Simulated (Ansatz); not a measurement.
# One crystal, many levels of theory: Ga2S3 (Cc), part 2 of 2

What gap does each level of theory give for Ga2S3 (Cc), and in what time?

Ansatz 0.2.0; density functionals, hybrids and G0W0, plane waves, PAW. Known limits of the many-body steps: finite bands, screening cutoff and k mesh; no spin-orbit coupling in G0W0; d shells not analysed.

So far. Step 5 (PBE0 on the 4×4×4 mesh): Over mesh and listed points the gap is 3.693 eV, direct, at k = Γ. PBE0 against HSE06: 3.693 − 3.010 = +0.683 eV, with the same mesh, files and cutoff, and both edges at the same k points. Step 6 (G0W0@LDA, 4×4×2 mesh, 1073 empty bands, screening to …): Over 12 of 14 irreducible mesh points the G0W0 gap is 3.041 eV, direct, at k = Γ. The LDA gap of this run on the mesh is 1.665 eV.

In doubt: masses and optical values from hybrid runs of this build are listed as unsure (steps 7, 8), which bears on the screening that GW takes from such a start.

## (7) G0W0@HSE06, 4×4×2 mesh, 499 empty bands, screening to 102 eV, PAW set soft_1 files

This step: G0W0 on HSE06, plane waves, PAW; PAW set soft_1.

Input file input.yaml:

```yaml
crystal:
  lattice:
    - [5.5535, -3.1975, 0.0]
    - [5.5535, 3.1975, 0.0]
    - [-3.6339226554, 0.0, 6.0074160114]
  atoms:
    - { symbol: Ga, position: [0.63979, 0.44447, 0.12512] }
    - { symbol: Ga, position: [0.44447, 0.63979, 0.62512] }
    - { symbol: Ga, position: [0.2682, 0.13232, 0.11559] }
    - { symbol: Ga, position: [0.13232, 0.2682, 0.61559] }
    - { symbol: S, position: [0.9089, 0.0811, 0.9838] }
    - { symbol: S, position: [0.0811, 0.9089, 0.4838] }
    - { symbol: S, position: [0.4303, 0.2453, 0.4999] }
    - { symbol: S, position: [0.2453, 0.4303, 0.9999] }
    - { symbol: S, position: [0.5901, 0.7581, 0.0084] }
    - { symbol: S, position: [0.7581, 0.5901, 0.5084] }
kpoints:
  mp_grid: { grid: [4, 4, 2] }
hamiltonian:
  xc: hse06
  pseudopotentials: { kind: paw, azcp: { folder: soft_1 } }
scf:
  occupations: { method: fixed }
gw:
  n_empty_bands: 499
  ecut_chi: 102
  qp_bands: [v3, c3]
  qp_kpoints: band_edges
  screening: { model: contour_deformation }
```

Started as:

```sh
$ ansatz run input.yaml --threads 3 --pin off --max-ram 92160MiB --backend cuda --events-out ev --progress --plain --runs-dir out --devices 1 --max-vram 13GiB
```

Numbers of over 12 decimals in the logs are rounded to 6 here.

The log of the run:

```text
GPUs: using 1 of 1 available (devices: 1).
[...]
GPU FFT provider: cuFFT
GPU libraries: cuBLAS 13.8.2, cuFFT 12.4.0, cuSOLVER 12.3.4
Crystal: 10 atoms, lattice volume = 213.351 Å³
Basis set: ecut = 420 eV, 4167 PW (Γ)
Bands: 54, of which v1, the nominal top of the filled ones, is band 44 counted from 1 (43 counted from 0)
Symmetry: 2 space group operations
[...]
k-points: 14 of 32 (time reversal used)
[...]
1    42      3.9193   -18.9695     2.0327   -16.6381  0.7893     3.6197     3.6206  root
     1    43      4.4469   -18.5534     2.1259   -16.1020  0.7836     4.1202     4.1214  root
[...]
13    44      4.4583   -18.3577     2.1830   -15.8401  0.7818     4.1223     4.1236  root
    13    45      8.7493    -8.7665    -3.7216   -12.8283  0.8178     9.0905     9.0896  root
    13    46      8.7493    -8.7665    -3.7216   -12.8283  0.8178     9.0905     9.0896  root
    13    47      9.6353    -9.0733    -3.9376   -13.4051  0.8102    10.0310    10.0295  root
[key lines of the parts left out:]
Free energy (F): -20556.732801 eV
Fermi energy:    5.088083 eV
```

Wall time 2.4 min (1 × NVIDIA H100 80GB HBM3 (shared by 6 runs) with 3 threads of AMD EPYC 7R13 (Zen 3), shared host); peak memory 2.6 GiB.

This step gave:

```yaml
bands_summed: 543
rpa_eps_infinity_on_this_mesh_eigenvalues: 4.501, 4.577, 4.754
plane_waves_in_the_screening_matrix: 495
g0w0_gap_over_the_corrected_points: 3.671 eV
k_of_the_valence_top: 0, 0, 0
k_of_the_conduction_bottom: 0, 0, 0
starting_gap_on_the_mesh: 3.015 eV
z_at_the_valence_top: 0.7846
z_at_the_conduction_bottom: 0.8169
least_direct_g0w0_gap_over_the_corrected_points: 3.671 eV
```

Over 12 of 14 irreducible mesh points the G0W0 gap is 3.671 eV, direct, at k = Γ. The HSE06 gap of this run on the mesh is 3.015 eV. The two states that bound the G0W0 gap lie that far apart at the start, so the correction of the gap is 3.671 − 3.015 = +0.656 eV. G0W0@HSE06 against G0W0@LDA with 543 bands (a further run, in the table below): 3.671 − 3.040 = +0.631 eV, with the same mesh, files and cutoffs, and both edges at the same k points.

## (8) G0W0@PBE0, 4×4×2 mesh, 499 empty bands, screening to 102 eV, PAW set soft_1 files

This step: G0W0 on PBE0, plane waves, PAW; PAW set soft_1.

Edit input.yaml of step 7 so:

```diff
@@ -19,3 +19,3 @@
 hamiltonian:
-  xc: hse06
+  xc: pbe0
   pseudopotentials: { kind: paw, azcp: { folder: soft_1 } }
```

The log of the run:

```text
GPUs: using 1 of 1 available (devices: 1).
[...]
GPU FFT provider: cuFFT
GPU libraries: cuBLAS 13.8.2, cuFFT 12.4.0, cuSOLVER 12.3.4
Crystal: 10 atoms, lattice volume = 213.351 Å³
Basis set: ecut = 420 eV, 4167 PW (Γ)
Bands: 54, of which v1, the nominal top of the filled ones, is band 44 counted from 1 (43 counted from 0)
Symmetry: 2 space group operations
[...]
k-points: 14 of 32 (time reversal used)
[...]
1    42      3.5420   -18.9817     1.9285   -17.0215  0.8023     3.5103     3.5103  root
     1    43      4.0656   -18.5746     2.0100   -16.5036  0.7978     4.0045     4.0046  root
[...]
13    44      4.0732   -18.3746     2.0652   -16.2396  0.7962     4.0034     4.0034  root
    13    45      9.0854    -8.7381    -3.6291   -12.4664  0.8290     9.1846     9.1845  root
    13    46      9.0854    -8.7381    -3.6291   -12.4664  0.8290     9.1846     9.1845  root
    13    47      9.9844    -9.0344    -3.8325   -13.0168  0.8221    10.1344    10.1342  root
[key lines of the parts left out:]
Free energy (F): -20558.061794 eV
Fermi energy:    4.707447 eV
```

Run time: 2.2 min. Hardware: 1 × NVIDIA H100 80GB HBM3 (shared by 6 runs) with 3 threads; peak memory 2.6 GiB.

This step gave:

```yaml
bands_summed: 543
rpa_eps_infinity_on_this_mesh_eigenvalues: 4.182, 4.246, 4.371
plane_waves_in_the_screening_matrix: 495
g0w0_gap_over_the_corrected_points: 3.876 eV
k_of_the_valence_top: 0, 0, 0
k_of_the_conduction_bottom: 0, 0, 0
starting_gap_on_the_mesh: 3.709 eV
z_at_the_valence_top: 0.7984
z_at_the_conduction_bottom: 0.8279
least_direct_g0w0_gap_over_the_corrected_points: 3.876 eV
```

Over 12 of 14 irreducible mesh points the G0W0 gap is 3.876 eV, direct, at k = Γ. The PBE0 gap of this run on the mesh is 3.709 eV. The two states that bound the G0W0 gap lie that far apart at the start, so the correction of the gap is 3.876 − 3.709 = +0.167 eV. G0W0@PBE0 against G0W0@HSE06 with 543 bands: 3.876 − 3.671 = +0.205 eV, with the same mesh, files and cutoffs, and both edges at the same k points. The program's warnings for this run: coarse exchange mesh.

## (9) All levels together

Each gap is the least one over the points named; times are wall times on shared hosts, not benchmarks. A G0W0 time includes the run's own self-consistent start. Runs with listed points see these and the mesh alone, so an edge that moves elsewhere is missed. Rows marked * are further runs, not shown as steps, whose inputs differ from the G0W0 step on the same start in the columns given; solver thresholds can differ too.

```
     level   mesh       files, cutoff  bands summed, screening                            points  gap (eV)  valence top  conduction bottom  least direct gap (eV)     time
       LDA  4×4×4  soft_1 PAW, 420 eV                        -                     mesh and path     1.666            Γ                  Γ                  1.666      6 s
   LDA+SOC  4×4×4  soft_1 PAW, 420 eV                        -            mesh and listed points     1.664            Γ                  Γ                  1.664     13 s
     HSE06  4×4×4  soft_1 PAW, 420 eV                        -            mesh and listed points     3.010            Γ                  Γ                  3.010     60 s
      PBE0  4×4×4  soft_1 PAW, 420 eV                        -            mesh and listed points     3.693            Γ                  Γ                  3.693     77 s
 G0W0@LDA*  4×4×2  soft_1 PAW, 420 eV               220, 51 eV  12 of 14 irreducible mesh points     3.032            Γ                  Γ                  3.032     24 s
 G0W0@LDA*  4×4×2  soft_1 PAW, 420 eV              543, 102 eV  12 of 14 irreducible mesh points     3.040            Γ                  Γ                  3.040     43 s
  G0W0@LDA  4×4×2  soft_1 PAW, 420 eV             1117, 170 eV  12 of 14 irreducible mesh points     3.041            Γ                  Γ                  3.041  3.3 min
 G0W0@LDA*  2×2×2  soft_1 PAW, 420 eV              543, 102 eV     all 6 irreducible mesh points     2.981            Γ                  Γ                  2.981     19 s
G0W0@HSE06  4×4×2  soft_1 PAW, 420 eV              543, 102 eV  12 of 14 irreducible mesh points     3.671            Γ                  Γ                  3.671  2.4 min
 G0W0@PBE0  4×4×2  soft_1 PAW, 420 eV              543, 102 eV  12 of 14 irreducible mesh points     3.876            Γ                  Γ                  3.876  2.2 min
```

## (10) What came out

* LDA, over mesh and path: 1.666 eV
* LDA+SOC, over mesh and listed points: 1.664 eV
* HSE06, over mesh and listed points: 3.010 eV
* PBE0, over mesh and listed points: 3.693 eV
* G0W0@LDA (1117 bands, 4×4×2), over 12 of 14 irreducible mesh points: 3.041 eV
* G0W0@HSE06, over 12 of 14 irreducible mesh points: 3.671 eV
* G0W0@PBE0, over 12 of 14 irreducible mesh points: 3.876 eV
* known limits: finite bands, screening cutoff and k mesh; no spin-orbit coupling in G0W0; d shells not analysed

**Reading.** The rows run from 1.664 eV (LDA+SOC) to 3.876 eV (G0W0@PBE0). They differ in mesh, bands and screening cutoff of G0W0 and the points over which the gap was sought as well as in level, so only pairs that share these are like for like. LDA+SOC against LDA: 1.664 − 1.666 = −0.002 eV, with the same mesh, set of files (read in its fully relativistic form for the spin-orbit run) and cutoff, and both edges at the same k points. The spin-orbit run sees mesh and listed points alone, so its gap is an upper bound: the coupling can move an edge off these points, the more so as this crystal has no centre of inversion, and the change over the zone, its sign included where it is small, is not known. HSE06 against LDA: 3.010 − 1.666 = +1.344 eV, with the same mesh, files and cutoff, and both edges at the same k points. PBE0 against HSE06: 3.693 − 3.010 = +0.683 eV, with the same mesh, files and cutoff, and both edges at the same k points. G0W0@HSE06 against G0W0@LDA with 543 bands: 3.671 − 3.040 = +0.631 eV, with the same mesh, files and cutoffs, and both edges at the same k points. G0W0@PBE0 against G0W0@HSE06 with 543 bands: 3.876 − 3.671 = +0.205 eV, with the same mesh, files and cutoffs, and both edges at the same k points. G0W0@LDA (1117 bands, 4×4×2) moves the gap of its own start on the mesh by 3.041 − 1.665 = +1.376 eV, between the same two levels. Both edges that LDA shows over mesh and path lie at k points where levels were corrected. Levels at other points were not corrected, so a lower G0W0 gap elsewhere in the zone is not ruled out. G0W0@HSE06 moves the gap of its own start on the mesh by 3.671 − 3.015 = +0.656 eV, between the same two levels. Both edges that HSE06 shows over mesh and listed points lie at k points where levels were corrected. Levels at other points were not corrected, so a lower G0W0 gap elsewhere in the zone is not ruled out. G0W0@PBE0 moves the gap of its own start on the mesh by 3.876 − 3.709 = +0.167 eV, between the same two levels. Both edges that PBE0 shows over mesh and listed points lie at k points where levels were corrected. Levels at other points were not corrected, so a lower G0W0 gap elsewhere in the zone is not ruled out. What spin-orbit coupling does to the G0W0 levels was not computed, so no sum with the G0W0 gap is formed. For G0W0@LDA: from 220 bands and 51 eV to 1117 bands and 170 eV the gap moves by 3.041 − 3.032 = +0.009 eV (rung by rung 3.032, 3.040, 3.041 eV); bands and screening cutoff rise together, so their parts are not told apart. A line in one over the bands through the two highest rungs gives 3.041 + (3.041 − 3.040) × 543 / (1117 − 543) = 3.042 eV, and through the pair below 3.040 + (3.040 − 3.032) × 220 / (543 − 220) = 3.045 eV. The two agree within 0.03 eV and the same two states bound the gap in each rung, so 3.042 eV is taken as an estimate of the limit on this mesh. The other G0W0 rows are shown at one basis each (543 bands), so their distance from the limit is not known here. With the 2×2×2 mesh in place of the 4×4×2 mesh and all else as in the G0W0@LDA row with 543 bands, the gap differs by 2.981 − 3.040 = −0.059 eV, and that of the start by 1.662 − 1.665 = −0.003 eV. For G0W0@PBE0: the program's warnings for this run: coarse exchange mesh. The G0W0 runs are scalar-relativistic. One-shot GW is known to converge slowly in bands for compounds with shallow d shells. The cell holds Ga; the filling of the d shell and its place against the gap were not analysed here. G0W0@LDA runs of this series with other atomic data on the same mesh, not shown as steps, give 3.034 eV (hard PAW, 1020 eV, 559 bands, screening to 102 eV; the table's row with the same empty bands and screening cutoff has 3.040 eV); where bands and cutoffs differ too, the part of the files is not isolated.

[Paths, hosts, dates, memory and timing lines, banners, echoed tables and standing remarks are left out of the program output.]

[Logs are printed without paths, hosts, clocks, repeated set-up lines and the standing remarks that a program may print on its own settings, such as how far it seeks lower states.]

[Runs of the session that timed out or met a known fault of the program may be left out.]

[Cells called generated may have been cut or substituted from an entry of the Crystallography Open Database or the Materials Project.]

[Hosts, paths, dates, database ids (printed as entryN), source tags and the programs' standing remarks are cut or masked in the printed files.]

[Where an RPA ε∞ is given, it is that of the G0W0 mesh and is not shown converged in it. Names of k-points follow the symmetry that the program found, which can be lower than the space group named. Band edges on a path are those of the sampled points; other points can move an edge, and change direct to indirect where valleys lie close.]

[Hybrid gaps are those of their k-mesh and are not shown converged in it.]
